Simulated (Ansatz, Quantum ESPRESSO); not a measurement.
# Evanescent states of LiF, rock salt type, lattice constant set to 4.128 Å, part 2 of 3

How good a tunnel barrier is LiF, rock salt type, lattice constant set to 4.128 Å?

Quantum ESPRESSO 7.5; plane-wave DFT, LDA, GBRV ultrasoft pseudopotentials; cross-check by Ansatz 0.2.0 with PAW datasets.

So far. Step 2 (SCF with pw.x): The run needed 8 iterations to bring the estimated error under 1e-09 Ry.

The structure was built from a prototype and need not be the compound's stable phase.

## Step 3: Complex band structure

Level of this step: complex band structure by pwcond; plane-wave DFT, LDA, GBRV ultrasoft pseudopotentials (Quantum ESPRESSO).

ikind = 0 solves one period of the crystal for all kz, real and complex, at each energy and k across. ewind and epsproj trim the two-dimensional plane-wave basis; nz1 sets the subslabs.

cbs.in reads:

```
&inputcond
  outdir = './out'
  prefixl = 'scf'
  band_file = 'cbs'
  ikind = 0
  ewind = 4.0
  epsproj = 1e-05
  nz1 = 7
  energy0 = 9.9
  denergy = -0.3
/
4
  0.00000000 0.00000000 1.00000000
  0.50000000 0.00000000 1.00000000
  0.50000000 0.50000000 1.00000000
  0.25000000 0.00000000 1.00000000
41
```

The run is started by

```
$ OMP_NUM_THREADS=1 mpirun -n 2 pwcond.x -in cbs.in > cbs.out
```

The program printed:

```text
[banner, memory and clock lines left out]
Program PWCOND v.7.5 starts

          URL

     ./out/scf.save/

     IMPORTANT: XC functional enforced from input :
     Exchange-correlation= PZ
                           (   1   1   0   0   0   0   0)
     Any further DFT definition will be discarded
     Please, verify this is what you really want

     Reading collected, re-writing distributed wavefunctions

===== INPUT FILE containing the left lead =====

     GEOMETRY:

     lattice parameter (alat)  =       5.5160  a.u.
     the volume                =     237.3481 (a.u.)^3
     the cross section         =      30.4262 (a.u.)^2
     l of the unit cell        =       1.4142 (alat)
     number of atoms/cell      =            4
     number of atomic types    =            2

     crystal axes: (cart. coord. in units of alat)
               a(1) = (  1.0000  0.0000  0.0000 )
               a(2) = (  0.0000  1.0000  0.0000 )
               a(3) = (  0.0000  0.0000  1.4142 )

   Cartesian axes

     site n.     atom                  positions (alat units)
          1        Li     tau(  1)=(  0.0000  0.0000  1.4142  )
          2        F      tau(  2)=(  0.5000  0.5000  1.4142  )
          3        Li     tau(  3)=(  0.5000  0.5000  0.7071  )
          4        F      tau(  4)=(  0.0000  0.0000  0.7071  )

     nr1s                      =           24
     nr2s                      =           24
     nr3s                      =           32
     nr1sx                     =           24
     nr2sx                     =           24
     nr3sx                     =           32
     nr1                       =           25
     nr2                       =           25
     nr3                       =           36
     nr1x                      =           25
     nr2x                      =           25
     nr3x                      =           36

 _______________________________
  Radii of nonlocal spheres:

     type       ibeta     ang. mom.          radius (alat units)
       Li         1         0                    0.3655
       Li         2         0                    0.3655
       Li         3         0                    0.3655
       Li         4         1                    0.3655
       Li         5         1                    0.3655
       F          1         0                    0.2560
       F          2         0                    0.2560
       F          3         1                    0.2560
       F          4         1                    0.2560
----- General information -----

----- Complex band structure calculation -----

     nrx                       =           24
     nry                       =           24
     nz1                       =            7

     energy0               =         9.9E+00
     denergy               =        -3.0E-01
     nenergy               =         41
     ecut2d                =         4.0E+01
     ewind                 =         4.0E+00
     epsproj               =         1.0E-05

     number of k_|| points=    4
                       cryst. coord.
        k(    1) = (   0.0000000   0.0000000), wk =   0.2500000
        k(    2) = (   0.5000000   0.0000000), wk =   0.2500000
        k(    3) = (   0.5000000   0.5000000), wk =   0.2500000
        k(    4) = (   0.2500000   0.0000000), wk =   0.2500000
----- Information about left lead -----

     nocros                   =           17
     noins                    =           17
     norb                     =           51
     norbf                    =           51
     nrz                      =           32

      iorb      type   ibeta   ang. mom.   m       position (alat)
        1        1       1        0        1   taunew(   1)=(  0.0000  0.0000  0.0000)
        2        1       2        0        1   taunew(   2)=(  0.0000  0.0000  0.0000)
        3        1       3        0        1   taunew(   3)=(  0.0000  0.0000  0.0000)
        4        1       4        1        1   taunew(   4)=(  0.0000  0.0000  0.0000)
        5        1       4        1        2   taunew(   5)=(  0.0000  0.0000  0.0000)
        6        1       4        1        3   taunew(   6)=(  0.0000  0.0000  0.0000)
        7        1       5        1        1   taunew(   7)=(  0.0000  0.0000  0.0000)
        8        1       5        1        2   taunew(   8)=(  0.0000  0.0000  0.0000)
        9        1       5        1        3   taunew(   9)=(  0.0000  0.0000  0.0000)
       10        2       1        0        1   taunew(  10)=(  0.5000  0.5000  0.0000)
       11        2       2        0        1   taunew(  11)=(  0.5000  0.5000  0.0000)
       12        2       3        1        1   taunew(  12)=(  0.5000  0.5000  0.0000)
       13        2       3        1        2   taunew(  13)=(  0.5000  0.5000  0.0000)
       14        2       3        1        3   taunew(  14)=(  0.5000  0.5000  0.0000)
       15        2       4        1        1   taunew(  15)=(  0.5000  0.5000  0.0000)
       16        2       4        1        2   taunew(  16)=(  0.5000  0.5000  0.0000)
       17        2       4        1        3   taunew(  17)=(  0.5000  0.5000  0.0000)
       18        1       1        0        1   taunew(  18)=(  0.5000  0.5000  0.7071)
       19        1       2        0        1   taunew(  19)=(  0.5000  0.5000  0.7071)
       20        1       3        0        1   taunew(  20)=(  0.5000  0.5000  0.7071)
       21        1       4        1        1   taunew(  21)=(  0.5000  0.5000  0.7071)
       22        1       4        1        2   taunew(  22)=(  0.5000  0.5000  0.7071)
       23        1       4        1        3   taunew(  23)=(  0.5000  0.5000  0.7071)
       24        1       5        1        1   taunew(  24)=(  0.5000  0.5000  0.7071)
       25        1       5        1        2   taunew(  25)=(  0.5000  0.5000  0.7071)
       26        1       5        1        3   taunew(  26)=(  0.5000  0.5000  0.7071)
       27        2       1        0        1   taunew(  27)=(  0.0000  0.0000  0.7071)
       28        2       2        0        1   taunew(  28)=(  0.0000  0.0000  0.7071)
       29        2       3        1        1   taunew(  29)=(  0.0000  0.0000  0.7071)
       30        2       3        1        2   taunew(  30)=(  0.0000  0.0000  0.7071)
       31        2       3        1        3   taunew(  31)=(  0.0000  0.0000  0.7071)
       32        2       4        1        1   taunew(  32)=(  0.0000  0.0000  0.7071)
       33        2       4        1        2   taunew(  33)=(  0.0000  0.0000  0.7071)
       34        2       4        1        3   taunew(  34)=(  0.0000  0.0000  0.7071)
       35        1       1        0        1   taunew(  35)=(  0.0000  0.0000  1.4142)
       36        1       2        0        1   taunew(  36)=(  0.0000  0.0000  1.4142)
       37        1       3        0        1   taunew(  37)=(  0.0000  0.0000  1.4142)
       38        1       4        1        1   taunew(  38)=(  0.0000  0.0000  1.4142)
       39        1       4        1        2   taunew(  39)=(  0.0000  0.0000  1.4142)
       40        1       4        1        3   taunew(  40)=(  0.0000  0.0000  1.4142)
       41        1       5        1        1   taunew(  41)=(  0.0000  0.0000  1.4142)
       42        1       5        1        2   taunew(  42)=(  0.0000  0.0000  1.4142)
       43        1       5        1        3   taunew(  43)=(  0.0000  0.0000  1.4142)
       44        2       1        0        1   taunew(  44)=(  0.5000  0.5000  1.4142)
       45        2       2        0        1   taunew(  45)=(  0.5000  0.5000  1.4142)
       46        2       3        1        1   taunew(  46)=(  0.5000  0.5000  1.4142)
       47        2       3        1        2   taunew(  47)=(  0.5000  0.5000  1.4142)
       48        2       3        1        3   taunew(  48)=(  0.5000  0.5000  1.4142)
       49        2       4        1        1   taunew(  49)=(  0.5000  0.5000  1.4142)
       50        2       4        1        2   taunew(  50)=(  0.5000  0.5000  1.4142)
       51        2       4        1        3   taunew(  51)=(  0.5000  0.5000  1.4142)
    k slab    z(k)  z(k+1)     crossing(iorb=1,norb)
    1   0.0000 0.0442 0.0442   111111111111111110000000000000000000000000000000000
    2   0.0442 0.0884 0.0442   111111111111111110000000000000000000000000000000000
    3   0.0884 0.1326 0.0442   111111111111111110000000000000000000000000000000000
    4   0.1326 0.1768 0.0442   111111111111111110000000000000000000000000000000000
    5   0.1768 0.2210 0.0442   111111111111111110000000000000000000000000000000000
    6   0.2210 0.2652 0.0442   111111111111111110000000000000000000000000000000000
    7   0.2652 0.3094 0.0442   111111111000000000000000000000000000000000000000000
    8   0.3094 0.3536 0.0442   111111111000000001111111110000000000000000000000000
    9   0.3536 0.3977 0.0442   111111111000000001111111110000000000000000000000000
   10   0.3977 0.4419 0.0442   000000000000000001111111110000000000000000000000000
   11   0.4419 0.4861 0.0442   000000000000000001111111111111111100000000000000000
   12   0.4861 0.5303 0.0442   000000000000000001111111111111111100000000000000000
   13   0.5303 0.5745 0.0442   000000000000000001111111111111111100000000000000000
   14   0.5745 0.6187 0.0442   000000000000000001111111111111111100000000000000000
   15   0.6187 0.6629 0.0442   000000000000000001111111111111111100000000000000000
   16   0.6629 0.7071 0.0442   000000000000000001111111111111111100000000000000000
   17   0.7071 0.7513 0.0442   000000000000000001111111111111111100000000000000000
   18   0.7513 0.7955 0.0442   000000000000000001111111111111111100000000000000000
   19   0.7955 0.8397 0.0442   000000000000000001111111111111111100000000000000000
   20   0.8397 0.8839 0.0442   000000000000000001111111111111111100000000000000000
   21   0.8839 0.9281 0.0442   000000000000000001111111111111111100000000000000000
   22   0.9281 0.9723 0.0442   000000000000000001111111111111111100000000000000000
   23   0.9723 1.0165 0.0442   000000000000000001111111110000000000000000000000000
   24   1.0165 1.0607 0.0442   000000000000000001111111110000000011111111100000000
   25   1.0607 1.1049 0.0442   000000000000000001111111110000000011111111100000000
   26   1.1049 1.1490 0.0442   000000000000000000000000000000000011111111100000000
   27   1.1490 1.1932 0.0442   000000000000000000000000000000000011111111111111111
   28   1.1932 1.2374 0.0442   000000000000000000000000000000000011111111111111111
   29   1.2374 1.2816 0.0442   000000000000000000000000000000000011111111111111111
   30   1.2816 1.3258 0.0442   000000000000000000000000000000000011111111111111111
   31   1.3258 1.3700 0.0442   000000000000000000000000000000000011111111111111111
   32   1.3700 1.4142 0.0442   000000000000000000000000000000000011111111111111111
 ngper, shell number =           97          16
 ngper, n2d =           97          52
---  E-Ef =    9.9000000  k =    0.0000000   0.0000000
---  ie =          1  ik =          1
 Nchannels of the left tip =            1
 Right moving states:
   k1(2pi/a)   k2(2pi/a)   E-Ef (eV)
   0.4270588  -0.0000000   9.9000000
 Left moving states:
   k1(2pi/a)   k2(2pi/a)   E-Ef (eV)
  -0.4270589  -0.0000000   9.9000000

---  E-Ef =    9.6000000  k =    0.0000000   0.0000000
---  ie =          2  ik =          1
 Nchannels of the left tip =            1
 Right moving states:
   k1(2pi/a)   k2(2pi/a)   E-Ef (eV)
   0.3844161  -0.0000000   9.6000000
 Left moving states:
   k1(2pi/a)   k2(2pi/a)   E-Ef (eV)
  -0.3844161  -0.0000000   9.6000000
[... further energies and points left out ...]
---  E-Ef =   -1.8000000  k =    0.2500000   0.0000000
---  ie =         40  ik =          4
 Nchannels of the left tip =            1
 Right moving states:
   k1(2pi/a)   k2(2pi/a)   E-Ef (eV)
  -0.4737474  -0.0000000  -1.8000000
 Left moving states:
   k1(2pi/a)   k2(2pi/a)   E-Ef (eV)
   0.4737474  -0.0000000  -1.8000000

---  E-Ef =   -2.1000000  k =    0.2500000   0.0000000
---  ie =         41  ik =          4
 Nchannels of the left tip =            1
 Right moving states:
   k1(2pi/a)   k2(2pi/a)   E-Ef (eV)
   0.3498358  -0.0000000  -2.1000000
 Left moving states:
   k1(2pi/a)   k2(2pi/a)   E-Ef (eV)
  -0.3498359  -0.0000000  -2.1000000

Note: The following floating-point exceptions are signalling: IEEE_UNDERFLOW_FLAG IEEE_DENORMAL
Note: The following floating-point exceptions are signalling: IEEE_UNDERFLOW_FLAG IEEE_DENORMAL
```

Run time: 15 s. Hardware: 2 MPI ranks of Intel Xeon 6975P-C (Granite Rapids), shared host; peak memory 0.11 GiB; 30 s of CPU time.

This step gave:

```
peak of the smallest κ at the zone centre : 0.833 Å⁻¹
energy of the peak at the zone centre     : 3.3 eV
peak of the smallest κ at (1/4, 0)        : 0.788 Å⁻¹
```

K across = (0, 0) in the cell's reciprocal vectors; values within 0.0025 1/Å of each other count once, columns are sorted by size at each energy, a dash where no further value was kept. Im kz of the slowest decaying states against energy, zero at the highest filled level of the SCF mesh:

| energy (eV) | decay 1 (Å⁻¹) | decay 2 (Å⁻¹) | decay 3 (Å⁻¹) |
| --- | --- | --- | --- |
| -2.10 | 0.972 | 1.47 | 2.07 |
| -1.50 | 0.72 | 1.45 | 2.01 |
| -0.90 | 1.43 | 1.95 | 2.09 |
| -0.30 | 1.42 | 1.87 | 2.06 |
| 0.00 | 0.007 | 0.032 | 1.42 |
| 0.30 | 0.323 | 0.516 | 1.42 |
| 0.90 | 0.541 | 0.825 | 1.44 |
| 1.20 | 0.614 | 0.923 | 1.49 |
| 1.80 | 0.723 | 1.07 | 1.50 |
| 2.40 | 0.793 | 1.19 | 1.46 |
| 3.00 | 0.827 | 1.29 | 1.43 |
| 3.60 | 0.831 | 1.39 | 1.41 |
| 4.20 | 0.812 | 1.39 | 1.53 |
| 4.80 | 0.774 | 1.38 | 1.62 |
| 5.40 | 0.721 | 1.36 | 1.61 |
| 6.00 | 0.653 | 1.35 | 1.60 |
| 6.60 | 0.568 | 1.34 | 1.55 |
| 6.90 | 0.516 | 1.33 | 1.52 |
| 7.50 | 0.383 | 1.31 | 1.47 |
| 8.10 | 0.137 | 1.29 | 1.42 |
| 8.70 | 1.28 | 1.36 | 1.52 |
| 9.30 | 1.25 | 1.30 | 1.49 |
| 9.90 | 1.23 | 1.24 | 1.47 |

K across = (0, 0) in the cell's reciprocal vectors. Re kz of states that move upwards against energy, zero at the highest filled level of the SCF mesh:

| energy (eV) | channel 1 (Å⁻¹) | channel 2 (Å⁻¹) | channel 3 (Å⁻¹) |
| --- | --- | --- | --- |
| -2.10 | 0.494 | - | - |
| -1.80 | 0.605 | - | - |
| -1.50 | 0.710 | - | - |
| -1.20 | -0.708 | - | - |
| -0.90 | -0.600 | 0.164 | 0.164 |
| -0.60 | -0.480 | 0.624 | 0.624 |
| -0.30 | -0.578 | -0.578 | -0.333 |
| 0.00 | - | - | - |
| 0.30 | - | - | - |
| 0.60 | - | - | - |
| 0.90 | - | - | - |
| 1.20 | - | - | - |
| 1.50 | - | - | - |
| 1.80 | - | - | - |
| 2.10 | - | - | - |
| 2.40 | - | - | - |
| 2.70 | - | - | - |
| 3.00 | - | - | - |
| 3.30 | - | - | - |
| 3.60 | - | - | - |
| 4.20 | - | - | - |
| 4.50 | - | - | - |
| 4.80 | - | - | - |
| 5.10 | - | - | - |
| 5.40 | - | - | - |
| 5.70 | - | - | - |
| 6.00 | - | - | - |
| 6.30 | - | - | - |
| 6.60 | - | - | - |
| 6.90 | - | - | - |
| 7.20 | - | - | - |
| 7.50 | - | - | - |
| 8.10 | - | - | - |
| 8.40 | 0.220 | - | - |
| 8.70 | 0.344 | - | - |
| 9.00 | 0.436 | - | - |
| 9.30 | 0.515 | - | - |
| 9.60 | 0.585 | - | - |
| 9.90 | 0.650 | - | - |

K across = (1/2, 0) in the cell's reciprocal vectors; values within 0.0025 1/Å of each other count once, columns are sorted by size at each energy, a dash where no further value was kept. Im kz of the slowest decaying states against energy, zero at the highest filled level of the SCF mesh:

| energy (eV) | decay 1 (Å⁻¹) | decay 2 (Å⁻¹) | decay 3 (Å⁻¹) |
| --- | --- | --- | --- |
| -2.10 | 1.53 | 1.59 | 2.93 |
| -1.80 | 1.53 | 2.92 | - |
| -1.20 | 1.39 | 1.54 | 2.89 |
| -0.90 | 1.28 | 1.54 | 2.87 |
| -0.30 | 0.744 | 1.54 | 2.84 |
| 0.00 | 0.243 | 0.958 | 1.54 |
| 0.30 | 0.365 | 1.15 | 1.53 |
| 0.90 | 0.5 | 1.31 | 1.52 |
| 1.20 | 0.545 | 1.35 | 1.52 |
| 1.50 | 0.58 | 1.38 | 1.51 |
| 2.10 | 0.633 | 1.42 | 1.50 |
| 2.40 | 0.652 | 1.44 | 1.49 |
| 3.00 | 0.68 | 1.45 | 1.47 |
| 3.30 | 0.69 | 1.46 | 1.47 |
| 3.60 | 0.697 | 1.46 | 1.46 |
| 4.20 | 0.704 | 1.44 | 1.46 |
| 4.50 | 0.705 | 1.42 | 1.46 |
| 4.80 | 0.704 | 1.41 | 1.46 |
| 5.40 | 0.696 | 1.39 | 1.45 |
| 5.70 | 0.689 | 1.38 | 1.44 |
| 6.30 | 0.669 | 1.35 | 1.43 |
| 6.60 | 0.656 | 1.34 | 1.42 |
| 6.90 | 0.64 | 1.33 | 1.41 |
| 7.50 | 0.601 | 1.30 | 1.39 |
| 7.80 | 0.577 | 1.29 | 1.38 |
| 8.10 | 0.549 | 1.28 | 1.37 |
| 8.70 | 0.477 | 1.25 | 1.35 |
| 9.00 | 0.429 | 1.24 | 1.33 |
| 9.60 | 0.289 | 1.21 | 1.30 |
| 9.90 | 0.154 | 1.20 | 1.29 |

K across = (1/2, 1/2) in the cell's reciprocal vectors; values within 0.0025 1/Å of each other count once, columns are sorted by size at each energy, a dash where no further value was kept. Table of Im kz of the slowest decaying states by energy, zero at the highest filled level of the SCF mesh:

| energy (eV) | decay 1 (Å⁻¹) | decay 2 (Å⁻¹) | decay 3 (Å⁻¹) |
| --- | --- | --- | --- |
| -2.10 | 0.833 | 2.58 | 2.86 |
| -1.80 | 0.761 | 2.56 | 2.85 |
| -1.20 | 0.509 | 2.52 | 2.81 |
| -0.90 | 0.104 | 2.50 | 2.80 |
| -0.30 | 0.486 | 0.582 | 2.45 |
| 0.00 | 0.575 | 0.684 | 2.43 |
| 0.30 | 0.644 | 0.752 | 2.41 |
| 0.90 | 0.75 | 0.84 | 2.37 |
| 1.20 | 0.791 | 0.871 | 2.34 |
| 1.50 | 0.828 | 0.896 | 2.32 |
| 2.10 | 0.888 | 0.935 | 2.27 |
| 2.40 | 0.914 | 0.95 | 2.25 |
| 3.00 | 0.96 | 0.974 | 2.20 |
| 3.30 | 0.979 | 0.983 | 2.17 |
| 3.60 | 0.991 | 0.998 | 2.14 |
| 4.20 | 1.00 | 1.03 | 2.08 |
| 4.50 | 1.01 | 1.05 | 2.05 |
| 4.80 | 1.01 | 1.06 | 2.02 |
| 5.40 | 1.01 | 1.09 | 1.95 |
| 5.70 | 1.01 | 1.11 | 1.92 |
| 6.30 | 1.01 | 1.14 | 1.84 |
| 6.60 | 1.01 | 1.16 | 1.79 |
| 6.90 | 1.01 | 1.18 | 1.74 |
| 7.50 | 1.00 | 1.24 | 1.62 |
| 7.80 | 1.00 | 1.29 | 1.54 |
| 8.10 | 0.997 | 1.4 | 2.22 |
| 8.70 | 0.987 | 1.36 | 2.17 |
| 9.00 | 0.981 | 1.34 | 2.15 |
| 9.60 | 0.967 | 1.30 | 2.10 |
| 9.90 | 0.96 | 1.28 | 2.08 |

K across = (1/4, 0) in the cell's reciprocal vectors; values within 0.0025 1/Å of each other count once, columns are sorted by size at each energy, a dash where no further value was kept. Table of Im kz of the slowest decaying states by energy, zero at the highest filled level of the SCF mesh:

| energy (eV) | decay 1 (Å⁻¹) | decay 2 (Å⁻¹) | decay 3 (Å⁻¹) |
| --- | --- | --- | --- |
| -2.10 | 0.42 | 1.14 | 1.59 |
| -1.80 | 0.326 | 1.04 | 1.58 |
| -1.50 | 0.122 | 0.923 | 1.58 |
| -1.20 | 0.768 | 1.57 | 2.02 |
| -0.90 | 0.528 | 1.57 | 1.99 |
| -0.60 | 0.163 | 1.57 | 1.96 |
| -0.30 | 1.56 | 1.93 | 2.32 |
| 0.00 | 0.127 | 0.202 | 1.56 |
| 0.30 | 0.376 | 0.631 | 1.56 |
| 0.60 | 0.473 | 0.849 | 1.56 |
| 0.90 | 0.542 | 1.01 | 1.55 |
| 1.20 | 0.593 | 1.14 | 1.55 |
| 1.50 | 0.634 | 1.28 | 1.54 |
| 1.80 | 0.668 | 1.47 | 1.54 |
| 2.10 | 0.695 | 1.49 | 1.53 |
| 2.40 | 0.717 | 1.50 | 1.52 |
| 2.70 | 0.735 | 1.51 | 1.52 |
| 3.00 | 0.75 | 1.51 | 1.52 |
| 3.30 | 0.762 | 1.50 | 1.52 |
| 3.60 | 0.771 | 1.49 | 1.52 |
| 4.20 | 0.784 | 1.48 | 1.53 |
| 4.50 | 0.786 | 1.47 | 1.52 |
| 4.80 | 0.788 | 1.46 | 1.52 |
| 5.10 | 0.787 | 1.45 | 1.52 |
| 5.40 | 0.784 | 1.44 | 1.51 |
| 5.70 | 0.78 | 1.42 | 1.51 |
| 6.00 | 0.773 | 1.41 | 1.50 |
| 6.30 | 0.765 | 1.40 | 1.50 |
| 6.60 | 0.755 | 1.39 | 1.49 |
| 6.90 | 0.742 | 1.38 | 1.48 |
| 7.20 | 0.726 | 1.36 | 1.47 |
| 7.50 | 0.708 | 1.35 | 1.46 |
| 8.10 | 0.657 | 1.33 | 1.44 |
| 8.40 | 0.623 | 1.31 | 1.43 |
| 8.70 | 0.576 | 1.30 | 1.42 |
| 9.00 | 0.506 | 1.29 | 1.41 |
| 9.30 | 0.676 | 1.28 | 1.39 |
| 9.60 | 0.767 | 1.26 | 1.38 |
| 9.90 | 0.829 | 1.25 | 1.36 |

The program's own clock; routines nest. Time by routine:

| routine | wall time (s) | calls |
| --- | --- | --- |
| PWCOND | 14.42 | 1 |
| scatter_forw | 8.93 | 164 |
| compbs | 5.01 | 164 |
| compbs_2 | 4.73 | 164 |
| init | 0.34 | 1 |
| poten | 0.14 | 1 |
| local | 0.12 | 4 |

[end of part 2 of 3]

[Logs are printed without paths, hosts, clocks, repeated set-up lines and the standing remarks that a program may print on its own settings, such as how far it seeks lower states.]

[Hosts, paths, dates, database ids (printed as entryN), source tags and the programs' standing remarks are cut or masked in the printed files.]

[Maps of the electrostatic potential energy from Ansatz leave out the sawtooth potential of an applied field or a dipole correction, so their vacuum need not be flat; planar profiles and work functions include it.]
